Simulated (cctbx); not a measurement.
# Interatomic vectors of TaCdP

Space group Pnma (no. 62), a = 6.6710 Å, b = 3.8710 Å, c = 7.7040 Å, α = 90.00°, β = 90.00°, γ = 90.00°, content Ta4 Cd4 P4.

The data are simulated with cctbx, not measured: synchrotron X-rays, λ = 0.4959 Å, to d = 0.6 Å, 70 % of the full sphere, strongest reflection 5000 counts, noise from counting, a 1.5 % proportional error and a noise floor of 8 counts (s.d.); no absorption, some extinction.

Patterson synthesis from sharpened amplitudes, origin scaled to 1000:

```text
Patterson group P m m m
      u       v       w   height  length (A)
  0.000   0.000   0.000   1000.0     0.00
  0.500   0.000   0.176    386.4     3.60
  0.456   0.500   0.500    357.8     5.27
  0.118   0.000   0.410    202.9     3.26
  0.383   0.000   0.234    198.5     3.13
  0.165   0.500   0.266    187.6     3.02
  0.337   0.500   0.089    183.5     3.04
  0.042   0.500   0.324    180.8     3.17
  0.219   0.500   0.500     98.6     4.55
  0.500   0.000   0.363     95.1     4.35
  0.290   0.500   0.000     67.8     2.74
  0.255   0.000   0.277     58.5     2.73
  0.247   0.000   0.462     48.4     3.92
  0.060   0.164   0.055     37.6     0.86
```

**Question.** Which atom pairs make the peaks, and where is the heaviest atom?

A peak at u stands for all pairs with xi − xj = u, with weight Σ ZiZj against Σ Z² = 31432 at the origin. Peak heights follow these weights only roughly, since form factors, motion and series ripples differ, all vectors within 0.55 Å of a peak are counted as merged into it though the farther ones add only part of their weight, and F(000) is left out, which lowers the whole map:

| u | v | w | shortest length (Å) | height | 1000 ΣZiZj/ΣZ² | pairs in the cell |
| --- | --- | --- | --- | --- | --- | --- |
| 0.500 | 0.000 | 0.176 | 3.60 | 386 | 339 | 2 × Ta–Ta |
| 0.456 | 0.500 | 0.500 | 5.28 | 358 | 431 | 2 × Ta–Ta, 4 × Cd–P |
| 0.118 | 0.000 | 0.410 | 3.26 | 203 | 223 | 2 × Ta–Cd |
| 0.383 | 0.000 | 0.234 | 3.13 | 198 | 223 | 2 × Ta–Cd |
| 0.165 | 0.500 | 0.266 | 3.03 | 188 | 293 | 2 × Ta–Cd, 2 × Ta–P |
| 0.337 | 0.500 | 0.089 | 3.04 | 184 | 293 | 2 × Ta–Cd, 2 × Ta–P |
| 0.042 | 0.500 | 0.324 | 3.17 | 181 | 170 | 1 × Ta–Ta |
| 0.219 | 0.500 | 0.500 | 4.55 | 99 | 147 | 2 × Cd–Cd |
| 0.500 | 0.000 | 0.363 | 4.35 | 95 | 147 | 2 × Cd–Cd |
| 0.290 | 0.500 | 0.000 | 2.74 | 68 | 139 | 4 × Ta–P |

The table stops at ten peaks or at a height of 45, below which ripples compete. In the model behind the data Ta, the heaviest element, has 1 independent site: (0.9782, 3/4, 0.8384), up to an allowed shift of origin; the Ta–Ta vectors are differences of these positions and their symmetry mates. The whole model:

```csv
atom,mult.,x,y,z,Ueq (Å²)
Ta1,4,0.9782,3/4,0.8384,0.0104
Cd1,4,0.8591,3/4,0.4284,0.0105
P1,4,0.7176,3/4,0.1222,0.0130
```

The model is made up (kin elements in a known structure type, no relaxation), so it says nothing on whether the phase exists.

[Logs are printed without paths, hosts, clocks, repeated set-up lines and the standing remarks that a program may print on its own settings, such as how far it seeks lower states.]
